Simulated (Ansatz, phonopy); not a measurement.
# Quasi-harmonic thermodynamics of K (Im-3m)

How much does K expand with temperature?

What experiment has found for this phase:
- heat capacity C_P per formula unit 29.4 J/mol/K near room temperature (given in “High-Throughput Prediction of Finite-Temperature Properties using the Quasi-Harmonic Approximation”, 2016, arXiv:1603.06924)

Method: DFT PBEsol, scalar-relativistic, plane waves, PAW, in the first sound run; inputs show where later runs differ, in Ansatz 0.2.0.

The database entry behind the starting cell lists a temperature near 5 K, so it need not match the best structure at ambient conditions.

### Step 1. The structure

It takes space group Im-3m (No. 229, cubic). Conventional cell: a = 5.225 Å, b = 5.225 Å, c = 5.225 Å, α = 90.00°, β = 90.00°, γ = 90.00°. Nearest to K lie 8 K at 4.52 Å.

### Step 2. Probe on a coarse mesh

A cheap single point shows whether the cell is a metal or an insulator and how far it is from rest; that sets the k-mesh and the occupations of what follows.

input.yaml

```yaml
crystal:
  lattice:
    - [-2.6125, 2.6125, 2.6125]
    - [2.6125, -2.6125, 2.6125]
    - [2.6125, 2.6125, -2.6125]
  atoms:
    - { symbol: K, position: [0.0, 0.0, 0.0] }
kpoints:
  mp_grid: { grid: [6, 6, 6] }
hamiltonian:
  xc: pbesol
scf:
  occupations: { method: gaussian, width: 0.1 }
output:
  forces: true
  stress: true
  eigenvalues: true
```

Launch:

```
$ ansatz run input.yaml --threads 4 --pin off --max-ram 16384MiB --backend cpu --events-out ev --progress --plain --runs-dir out
```

Then come: relaxation; relaxing to small residual forces and stress; phonons on strained cells, functional PBEsol; free-energy fit; relaxing at another setting; the quasi-harmonic study; quasi-harmonic fit by phonopy. Settings of the main run: cutoff 487.2 eV, 12×12×12 k-mesh, Methfessel-Paxton occupations, smearing width 0.2 eV, highest temperature 300 K, menu sort level, 4×4×4 q-mesh.

In doubt: the dispersion correction can have small steps in the geometry for these elements (Ansatz), which bears on fits and elastic values.

Q: Predict the volume expansion coefficient at 298 K.

Near room temperature K expands by 214 × 10⁻⁶/K in volume by PBE+D3(BJ), with C_P = 27.3 J/(mol K) per mole of atoms and B_T = 3.29 GPa. C_P at room temperature is 110 % of the classical 3R an atom; C_V is 102 %, and the rest is expansion work. In this metal the study includes the electrons' free energy, which adds a term that grows with temperature, so the heat capacities need not level off at 3R. A measured heat capacity per formula unit near room temperature is 29.4 J/mol/K (arXiv:1603.06924); the calculated 27.3 J/mol/K differs by -7 %.

| Item | Value |
| --- | --- |
| volume expansion coefficient at 298 K | 214.2 1e-6/K |
| C_P at 298 K | 27.31 J/mol-atom/K |
| isothermal bulk modulus at 298 K | 3.286 GPa |
| Grüneisen parameter at 298 K | 1.218 |
| volume at 298 K | 72.8 Å³/atom |
| principal linear expansion coefficients at 298 K | 71.42, 71.42, 71.42 1e-6/K |

The levels of theory differ by up to 45.7 × 10⁻⁶/K in the volume expansion at 298 K. The dispersion term is taken with its C6 weights frozen at the crystal at rest, in the force constants and, in the expansion study, in the energies too.

[Logs are printed without paths, hosts, clocks, repeated set-up lines and the standing remarks that a program may print on its own settings, such as how far it seeks lower states.]

[Hosts, paths, dates, database ids (printed as entryN), source tags and the programs' standing remarks are cut or masked in the printed files.]

[A step with changed settings may run another functional than the one named; its input shows which.]
